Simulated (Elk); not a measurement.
**Optical conductivity and Kerr rotation of Fe3Ge**

Wanted: σ_xx, σ_xy and the Kerr angle of Fe3Ge with spin–orbit coupling.

Main program and level: Elk 11.2.3 (patched build); PBEsol; all-electron APW+lo, Dirac cores, scalar-relativistic bands with second-variational spin-orbit coupling.

**1. Set-up**

It takes space group Pm-3m (No. 221, cubic). Conventional cell: a = 3.661 Å, b = 3.661 Å, c = 3.661 Å, α = 90.00°, β = 90.00°, γ = 90.00°. Nearest to Fe lie 4 Ge at 2.59 Å and 8 Fe at 2.59 Å. Ge has 12 Fe at 2.59 Å nearest. Farther neighbours are not listed.

The cell comes from a database of computed structures and need not be the stable phase.

**2. Ground state with spin–orbit coupling**

In a ferromagnet the Kerr effect comes from exchange splitting and spin–orbit coupling together. The parallel order is imposed here; no other order was tried.

In this input [001] lies along z, the axis of the moments and of the light.

Moments are seeded by fields in the spheres (the last three columns under atoms), set against the wanted direction and reduced each loop.

The input, elk.in:

```
tasks
  0
  15
  33
  73

xctype
  22

rgkmax
  7.0

nempty
  14

swidth
  0.005

reducebf
  0.5

epsengy
  1e-05

maxscl
  100

lmaxi
  3

spinpol
  .true.

spinorb
  .true.

cmagz
  .true.

sppath
  './'

avec
  6.91734346185 0.00000000000 0.00000000000
  0.00000000000 6.91734346185 0.00000000000
  0.00000000000 0.00000000000 6.91734346185

atoms
  2
  'Fe.in'
  3
  0.0000000000 0.5000000000 0.5000000000   0.000000 0.000000 -0.084000
  0.5000000000 0.5000000000 0.0000000000   0.000000 0.000000 -0.084000
  0.5000000000 0.0000000000 0.5000000000   0.000000 0.000000 -0.084000
  'Ge.in'
  1
  0.0000000000 0.0000000000 0.0000000000   0.000000 0.000000 0.000000

ngridk
  8 8 8

plot3d
  0 0 0
  1 0 0
  0 1 0
  0 0 1
  19 19 19
```

Run with:

```sh
$ OMP_NUM_THREADS=4 elk
```

Numbers of over 12 decimals in the logs are rounded to 6 here.

The program printed:

```text
Warning(gndstate): core states of species 2 leak from the muffin-tin :   0.3468366909E-03
Warning(chksvso): spin-orbit splittings by the second variation are low [figures from our tests cut]: local-orbitals by j (lorbdm 7 and 8, zora) mend levels alone

--- INFO.OUT ---
┌─────────────────────────┐
│ Elk code version 11.2.3 │
└─────────────────────────┘

All units are atomic (Hartree, Bohr, etc.)

┌─────────────────────────────────────────────────┐
│ Ground-state run starting from atomic densities │
└─────────────────────────────────────────────────┘

Lattice vectors :
   6.917343462       0.000000000       0.000000000
   0.000000000       6.917343462       0.000000000
   0.000000000       0.000000000       6.917343462

Species : 1 (Fe)
 parameters loaded from : Fe.in
 name : iron
 nuclear charge    :   -26.00000000
 electronic charge :    26.00000000
 atomic mass :    101799.2075
 muffin-tin radius :    2.400000000
 number of radial points in muffin-tin :    993
 inner part over the whole radius :   0.9896234358E-02
 number on inner part of muffin-tin    :    700
 approximate nuclear radius :   0.7160107270E-04
 number of mesh points to nuclear radius :    332
 atomic positions (lattice), magnetic fields (Cartesian) :
  1 :   0.00000000  0.50000000  0.50000000    0.00000000  0.00000000 -0.08400000
  2 :   0.50000000  0.50000000  0.00000000    0.00000000  0.00000000 -0.08400000
  3 :   0.50000000  0.00000000  0.50000000    0.00000000  0.00000000 -0.08400000

Species : 2 (Ge)
 parameters loaded from : Ge.in
 name : germanium
 nuclear charge    :   -32.00000000
 electronic charge :    32.00000000
 atomic mass :    132414.6196
 muffin-tin radius :    2.400000000
 number of radial points in muffin-tin :    993
 inner part over the whole radius :   0.9906635991E-02
 number on inner part of muffin-tin    :    702
 approximate nuclear radius :   0.7637961215E-04
 number of mesh points to nuclear radius :    340
 atomic positions (lattice), magnetic fields (Cartesian) :
  1 :   0.00000000  0.00000000  0.00000000    0.00000000  0.00000000  0.00000000

Total number of atoms per unit cell :    4
Total muffin-tin volume :    231.6233432
 ratio of muffin-tin to unit cell volume :   0.6997844794

Spin treatment :
 spin-polarised
 spin-orbit coupling
 global magnetic field (Cartesian) :    0.000000000       0.000000000       0.000000000
 collinear magnetisation in z-direction

Number of Bravais lattice symmetries :   48
Number of crystal symmetries         :    8
Crystal has inversion symmetry
Real symmetric eigensolver will be used

k-point grid :      8     8     8
k-point offset :    0.000000000       0.000000000       0.000000000
k-point set is reduced with full crystal symmetry group
Total number of k-points :       90

Muffin-tin radius times maximum |G+k| :    7.000000000
 using average radius
Maximum |G+k| for APW functions       :    2.916666667
Maximum (1/2)|G+k|²                   :    4.253472222
Maximum |G| for potential and density :    12.00000000
Constant for pseudocharge density :    7
 order of it for each species :   14  14
 order of it for pair densities of each species (exact exchange by exxq0 0: 14) :   10  10
Radial integration step length :    1

G-vector grid sizes :     27    27    27
Number of G-vectors :     9771

Maximum angular momentum used for
 APW functions            :    8
 outer part of muffin-tin :    6
 inner part of muffin-tin :    3

Number of empty states         :     56
Total number of valence states :    176
Total number of core states    :     48

Third-order local-orbitals added for an l without core states : T
Total number of local-orbitals :     89

Exchange-correlation functional :     22     0     0
 PBEsol, Phys. Rev. Lett. 100, 136406 (2008)
 gradient requirement :    1
 generalised gradient approximation (GGA)

Smearing type :    3
 Fermi-Dirac
Smearing width :   0.5000000000E-02
Effective electronic temperature (K) :    1578.875124

Mixing type :    3
 Broyden mixing, J. Phys. A: Math. Gen. 17, L317 (1984)

Kohn-Sham potential initialised from atomic data

┌──────────────────────────────┐
│ Self-consistent loop started │
└──────────────────────────────┘

┌─────────────────┐
│ Loop number : 1 │
└─────────────────┘

Energies :
 Fermi                       :     0.214183
 sum of occupied eigenvalues :     -3419.9396260235
 electron kinetic            :      6003.7557410364
 core electron kinetic       :      5428.6247508844
 Coulomb                     :     -11674.320750461
 Coulomb potential           :     -9099.9838383681
 nuclear-nuclear             :     -1006.8956959568
 electron-nuclear            :     -12272.312502776
 Hartree                     :      1604.8874482712
 Madelung                    :     -7124.3288312774
 xc potential                :     -323.34867559546
 xc effective B-field        :    -0.331919
 external B-field            :      0.000000
 exchange                    :     -236.45432047650
 correlation                 :     -5.932447
 electron entropic           :    -0.75236136495379E-02
 total energy                :     -5912.9593005063
 (external B-field energy excluded from total)

Density of states at Fermi energy :    88.20977648
 (states/Hartree/unit cell)

Estimated indirect band gap :   0.3258675420E-03
 from k-point 17 to k-point 76
Estimated direct band gap   :   0.1929754801E-02
 at k-point 17

Charges :
 core                        :    48.00000000
 valence                     :    62.00000000
 interstitial                :    3.743652912
 muffin-tins (core leakage)
  species : 1 (Fe)
   atom 1                    :    25.24176848     ( -0.2258117906E-06)
   atom 2                    :    25.24276015     ( -0.2258117906E-06)
   atom 3                    :    25.24176848     ( -0.2258117906E-06)
  species : 2 (Ge)
   atom 1                    :    30.53004997     (  0.3744071714E-03)
 total in muffin-tins        :    106.2563471
 total calculated charge     :    109.9987200
 total charge                :    110.0000000
 error                       :   0.1279989624E-02

Moments :
 interstitial                :  -0.7010217415E-01
 muffin-tins
  species : 1 (Fe)
   atom 1                    :    2.336121263
   atom 2                    :    2.335563003
   atom 3                    :    2.336121263
  species : 2 (Ge)
   atom 1                    :  -0.1167761424
 total in muffin-tins        :    6.891029388
 total moment                :    6.820927213

[... earlier loops left out ...]

┌──────────────────┐
│ Loop number : 22 │
└──────────────────┘

Energies :
 Fermi                       :     0.335223
 sum of occupied eigenvalues :     -3409.8197051474
 electron kinetic            :      6007.5818861431
 core electron kinetic       :      5429.2144417932
 Coulomb                     :     -11677.523739776
 Coulomb potential           :     -9099.5627299736
 nuclear-nuclear             :     -1006.8956959568
 electron-nuclear            :     -12279.041571556
 Hartree                     :      1608.4135277371
 Madelung                    :     -7127.7423747893
 xc potential                :     -317.53834140579
 xc effective B-field        :    -0.300521
 external B-field            :      0.000000
 exchange                    :     -236.62214836535
 correlation                 :     -5.934919
 electron entropic           :    -0.77209172203743E-02
 total energy                :     -5912.5066422783
 (external B-field energy excluded from total)

Density of states at Fermi energy :    88.94299236
 (states/Hartree/unit cell)

Estimated indirect band gap :   0.4474083142E-03
 from k-point 77 to k-point 32
Estimated direct band gap   :   0.3037165410E-02
 at k-point 59

Charges :
 core                        :    48.00000000
 valence                     :    62.00000000
 interstitial                :    3.717055765
 muffin-tins (core leakage)
  species : 1 (Fe)
   atom 1                    :    25.17720869     ( -0.2258118581E-06)
   atom 2                    :    25.17728059     ( -0.2258118670E-06)
   atom 3                    :    25.17720869     ( -0.2258118581E-06)
  species : 2 (Ge)
   atom 1                    :    30.75124628     (  0.3468366909E-03)
 total in muffin-tins        :    106.2829442
 total calculated charge     :    109.9987713
 total charge                :    110.0000000
 error                       :   0.1228661755E-02

Moments :
 interstitial                :  -0.6694623819E-01
 muffin-tins
  species : 1 (Fe)
   atom 1                    :    2.208591930
   atom 2                    :    2.208538215
   atom 3                    :    2.208591930
  species : 2 (Ge)
   atom 1                    :  -0.1338312123
 total in muffin-tins        :    6.491890864
 total moment                :    6.424944625

┌──────────────────────────────┐
│ Self-consistent loop stopped │
└──────────────────────────────┘

Warning : core states of species 2 leak from the muffin-tin :   0.3468366909E-03

Wrote STATE.OUT
```

Elapsed: 12 min, on 4 threads of Arm Neoverse V1, shared host; peak memory 0.41 GiB; 49 min of CPU time.

Spin moment in the muffin-tin sphere by atom:

| atom | spin moment in the muffin-tin sphere (μB) |
| --- | --- |
| Fe1 | 2.21 |
| Fe2 | 2.21 |
| Fe3 | 2.21 |
| Ge4 | -0.13 |

This step gave:

| Quantity | Value |
| --- | --- |
| density of states at the Fermi level | 3.269 states/eV/cell |
| moment between the spheres | -0.06695 μB |
| magnetization | 6.425 μB |
| final state | ferromagnetic |

After 22 cycles the largest moment stands at 2.21 μB.

Orbital moment <L> in the sphere by atom:

| atom | x (μB) | y (μB) | z (μB) | size |
| --- | --- | --- | --- | --- |
| Fe1 | 0.0000 | 0.0000 | 0.0544 | 0.0544 |
| Fe2 | 0.0000 | 0.0000 | 0.0598 | 0.0598 |
| Fe3 | 0.0000 | 0.0000 | 0.0544 | 0.0544 |
| Ge4 | 0.0000 | 0.0000 | -0.0012 | 0.0012 |

**3. States and momentum matrix elements on a finer mesh**

Optical spectra need more k points than the density, so the states are solved once on a finer mesh in the saved potential.

The input, elk.in:

```
tasks
  1
  120

xctype
  22

rgkmax
  7.0

nempty
  14

swidth
  0.005

reducebf
  0.5

epsengy
  1e-05

maxscl
  1

lmaxi
  3

spinpol
  .true.

spinorb
  .true.

cmagz
  .true.

sppath
  './'

avec
  6.91734346185 0.00000000000 0.00000000000
  0.00000000000 6.91734346185 0.00000000000
  0.00000000000 0.00000000000 6.91734346185

atoms
  2
  'Fe.in'
  3
  0.0000000000 0.5000000000 0.5000000000   0.000000 0.000000 -0.000084
  0.5000000000 0.5000000000 0.0000000000   0.000000 0.000000 -0.000084
  0.5000000000 0.0000000000 0.5000000000   0.000000 0.000000 -0.000084
  'Ge.in'
  1
  0.0000000000 0.0000000000 0.0000000000   0.000000 0.000000 0.000000

ngridk
  11 11 11
```

Run with:

```sh
$ OMP_NUM_THREADS=4 elk
```

The program printed:

```text
Warning(gndstate): core states of species 2 leak from the muffin-tin :   0.3468366768E-03
Warning(chksvso): spin-orbit splittings by the second variation are low [figures from our tests cut]: local-orbitals by j (lorbdm 7 and 8, zora) mend levels alone

--- INFO.OUT ---
┌─────────────────────────┐
│ Elk code version 11.2.3 │
└─────────────────────────┘

All units are atomic (Hartree, Bohr, etc.)

┌──────────────────────────────────────────┐
│ Ground-state run resuming from STATE.OUT │
└──────────────────────────────────────────┘

Lattice vectors :
   6.917343462       0.000000000       0.000000000
   0.000000000       6.917343462       0.000000000
   0.000000000       0.000000000       6.917343462

Species : 1 (Fe)
 muffin-tin radius :    2.400000000
 atomic positions (lattice), magnetic fields (Cartesian) :
  1 :   0.00000000  0.50000000  0.50000000    0.00000000  0.00000000  0.00000000
  2 :   0.50000000  0.50000000  0.00000000    0.00000000  0.00000000  0.00000000
  3 :   0.50000000  0.00000000  0.50000000    0.00000000  0.00000000  0.00000000

Species : 2 (Ge)
 muffin-tin radius :    2.400000000
 atomic positions (lattice), magnetic fields (Cartesian) :
  1 :   0.00000000  0.00000000  0.00000000    0.00000000  0.00000000  0.00000000

Total number of atoms per unit cell :    4
Total muffin-tin volume :    231.6233432
 ratio of muffin-tin to unit cell volume :   0.6997844794

Spin treatment :
 spin-polarised
 spin-orbit coupling
 global magnetic field (Cartesian) :    0.000000000       0.000000000       0.000000000
 collinear magnetisation in z-direction

Number of Bravais lattice symmetries :   48
Number of crystal symmetries         :    8
Crystal has inversion symmetry
Real symmetric eigensolver will be used

[...]
Coulomb potential           :     -9099.5706814742
 nuclear-nuclear             :     -1006.8956959568
 electron-nuclear            :     -12279.033173545
 Hartree                     :      1608.4073738072
 Madelung                    :     -7127.7361549573
 xc potential                :     -317.52791266910
 xc effective B-field        :    -0.300528
 external B-field            :      0.000000
 exchange                    :     -236.62172449430
 correlation                 :     -5.934919
 electron entropic           :    -0.77804884163879E-02
 total energy                :     -5912.5063011566
 (external B-field energy excluded from total)

Density of states at Fermi energy :    89.92542035
 (states/Hartree/unit cell)

Estimated indirect band gap :   0.2613760199E-03
 from k-point 31 to k-point 58
Estimated direct band gap   :   0.3564921277E-02
 at k-point 105

Charges :
 core                        :    48.00000000
 valence                     :    62.00000000
 interstitial                :    3.717413810
 muffin-tins (core leakage)
  species : 1 (Fe)
   atom 1                    :    25.17698101     ( -0.2258117942E-06)
   atom 2                    :    25.17702955     ( -0.2258117817E-06)
   atom 3                    :    25.17698101     ( -0.2258117942E-06)
  species : 2 (Ge)
   atom 1                    :    30.75159462     (  0.3468366768E-03)
 total in muffin-tins        :    106.2825862
 total calculated charge     :    109.9987582
 total charge                :    110.0000000
 error                       :   0.1241801215E-02

Moments :
 interstitial                :  -0.6671534121E-01
 muffin-tins
  species : 1 (Fe)
   atom 1                    :    2.208641008
   atom 2                    :    2.208591912
   atom 3                    :    2.208641008
  species : 2 (Ge)
   atom 1                    :  -0.1335211810
 total in muffin-tins        :    6.492352747
 total moment                :    6.425637405

┌──────────────────────────────┐
│ Self-consistent loop stopped │
└──────────────────────────────┘

Warning : core states of species 2 leak from the muffin-tin :   0.3468366768E-03
```

Wall time 2.4 min (4 threads); peak memory 0.58 GiB.

Numbers from this step:

- magnetization: 6.426 μB
- largest moment: 2.209 μB

**4. Optics with a broadening of 0.20 eV**

The broadening stands for the lifetime of the excited states; it lowers and widens the peaks.

Changes to elk.in since step 3:

```diff
@@ -1,4 +1,4 @@
 tasks
-  1
-  120
+  121
+  122
 
@@ -14,3 +14,3 @@
 swidth
-  0.005
+  0.0075
 
@@ -23,3 +23,3 @@
 maxscl
-  1
+  100
 
@@ -36,2 +36,5 @@
   .true.
+
+intraband
+  .false.
 
@@ -58 +61,10 @@
   11 11 11
+
+wplot
+  240 100 0
+  0.00000 0.30000
+
+optcomp
+  1 1
+  1 2
+  3 3
```

Run with:

```sh
$ OMP_NUM_THREADS=4 elk
```

The program printed:

```text
┌─────────────────────────────────┐
│ Elk code version 11.2.3 started │
└─────────────────────────────────┘

Info(readinput): the functional depends on the density's gradient
 muffin-tin radial points multiplied by    2.00000
 (not where nrmtscf is given)

┌────────────────────┐
│ Current task : 121 │
└────────────────────┘

Info(dielectric):
 dielectric tensor written to EPSILON_ij.OUT
 optical conductivity written to SIGMA_ij.OUT
 for components
  i = 1, j = 1
  i = 1, j = 2
  i = 3, j = 3

┌────────────────────┐
│ Current task : 122 │
└────────────────────┘

Warning(chksvso): spin-orbit splittings by the second variation are low [figures from our tests cut]: local-orbitals by j (lorbdm 7 and 8, zora) mend levels alone

Info(dielectric):
 dielectric tensor written to EPSILON_ij.OUT
 optical conductivity written to SIGMA_ij.OUT
 for components
  i = 1, j = 1
  i = 1, j = 2

Info(moke):
 complex Kerr angle in degrees written to KERR.OUT

┌──────────────────┐
│ Elk code stopped │
└──────────────────┘
```

It took 1.7 min on 4 threads; peak memory 0.04 GiB; 6.7 min of CPU time.

Intraband term left out, so in a metal the low energies lack the Drude part. The polar Kerr angle by photon energy; values in degrees:

| photon energy (eV) | rotation | ellipticity |
| --- | --- | --- |
| 0.00 | 0 | 0 |
| 0.25 | 0.372 | -0.1000 |
| 0.50 | 0.429 | -0.00316 |
| 0.75 | 0.402 | 0.0534 |
| 1.00 | 0.377 | 0.0868 |
| 1.25 | 0.337 | 0.113 |
| 1.50 | 0.314 | 0.0759 |
| 1.75 | 0.362 | 0.0518 |
| 2.00 | 0.371 | 0.0962 |
| 2.25 | 0.411 | 0.0956 |
| 2.50 | 0.435 | 0.191 |
| 2.75 | 0.382 | 0.249 |
| 3.00 | 0.328 | 0.251 |
| 3.25 | 0.379 | 0.309 |
| 3.50 | 0.266 | 0.361 |
| 3.75 | 0.224 | 0.352 |
| 4.00 | 0.162 | 0.363 |
| 4.25 | 0.142 | 0.305 |
| 4.50 | 0.159 | 0.347 |
| 4.75 | 0.0483 | 0.341 |
| 5.00 | 0.0461 | 0.327 |
| 5.25 | 0.0104 | 0.271 |
| 5.50 | -0.0300 | 0.289 |
| 5.75 | -0.0414 | 0.252 |
| 6.00 | -0.0727 | 0.195 |
| 6.25 | -0.0619 | 0.164 |
| 6.50 | -0.0850 | 0.156 |
| 6.75 | -0.0678 | 0.0882 |
| 7.00 | -0.0520 | 0.0492 |
| 7.25 | -0.00883 | 0.0573 |
| 7.50 | 0.0437 | 0.0482 |
| 7.75 | 0.0261 | 0.149 |
| 8.00 | -0.0462 | 0.118 |

Intraband term left out, so in a metal the low energies lack the Drude part. Table of optical conductivity by photon energy:

| photon energy (eV) | Re sigma xx (S/cm) | Im sigma xx (S/cm) | Re sigma xy (S/cm) | Im sigma xy (S/cm) | Re sigma zz (S/cm) | Im sigma zz (S/cm) |
| --- | --- | --- | --- | --- | --- | --- |
| 0.00 | 2892 | 0 | -227 | 0 | 2939 | 0 |
| 0.25 | 3088 | -770 | -206 | -31.5 | 3108 | -741 |
| 0.50 | 3338 | -1533 | -203 | -25.3 | 3342 | -1514 |
| 0.75 | 4046 | -2345 | -225 | -27.2 | 4046 | -2332 |
| 1.00 | 5260 | -2873 | -263 | -67.8 | 5260 | -2866 |
| 1.25 | 7203 | -2749 | -277 | -170 | 7201 | -2738 |
| 1.50 | 8409 | -538 | -187 | -243 | 8404 | -528 |
| 1.75 | 7400 | 1055 | -116 | -242 | 7392 | 1057 |
| 2.00 | 6611 | 1379 | -54.2 | -219 | 6605 | 1381 |
| 2.25 | 6048 | 1631 | -38.5 | -205 | 6049 | 1632 |
| 2.50 | 5341 | 1609 | 7.04 | -187 | 5337 | 1608 |
| 2.75 | 5077 | 1220 | 17.2 | -154 | 5075 | 1216 |
| 3.00 | 4989 | 1028 | 17.3 | -129 | 4993 | 1028 |
| 3.25 | 4846 | 922 | 19.1 | -139 | 4844 | 925 |
| 3.50 | 4749 | 509 | 30.7 | -115 | 4747 | 508 |
| 3.75 | 5063 | 232 | 27.4 | -114 | 5066 | 231 |
| 4.00 | 5437 | 189 | 43.2 | -112 | 5439 | 195 |
| 4.25 | 5639 | 389 | 41.0 | -95.9 | 5635 | 391 |
| 4.50 | 5672 | 372 | 45.2 | -107 | 5668 | 373 |
| 4.75 | 6028 | 373 | 70.5 | -86.4 | 6024 | 372 |
| 5.00 | 6352 | 458 | 72.7 | -86.3 | 6350 | 454 |
| 5.25 | 6758 | 964 | 78.7 | -61.5 | 6761 | 960 |
| 5.50 | 6798 | 1421 | 97.5 | -44.3 | 6804 | 1423 |
| 5.75 | 6702 | 1860 | 88.3 | -24.6 | 6703 | 1861 |
| 6.00 | 6689 | 2229 | 74.7 | -0.210 | 6687 | 2230 |
| 6.25 | 6572 | 2650 | 61.5 | 5.72 | 6570 | 2652 |
| 6.50 | 6236 | 3116 | 55.7 | 20.4 | 6236 | 3118 |
| 6.75 | 5684 | 3435 | 27.4 | 19.7 | 5681 | 3434 |
| 7.00 | 5163 | 3283 | 13.0 | 13.5 | 5163 | 3282 |
| 7.25 | 4914 | 3127 | 13.7 | 1.94 | 4913 | 3126 |
| 7.50 | 4597 | 2889 | 9.83 | -9.48 | 4598 | 2890 |
| 7.75 | 4805 | 2487 | 29.5 | -10.3 | 4806 | 2486 |
| 8.00 | 5059 | 2576 | 27.2 | 5.61 | 5059 | 2577 |

(Continued in part 2 of 2.)

[Logs and program files are shortened in this print: banners, set-up blocks, solver, clock and traceback lines can be left out without a mark of their own.]

[Logs are printed without paths, hosts, clocks, repeated set-up lines and the standing remarks that a program may print on its own settings, such as how far it seeks lower states.]

[Hosts, paths, dates, database ids (printed as entryN), source tags and the programs' standing remarks are cut or masked in the printed files.]

[Where a cell is said to come from a database of computed structures, the database is the Materials Project.]
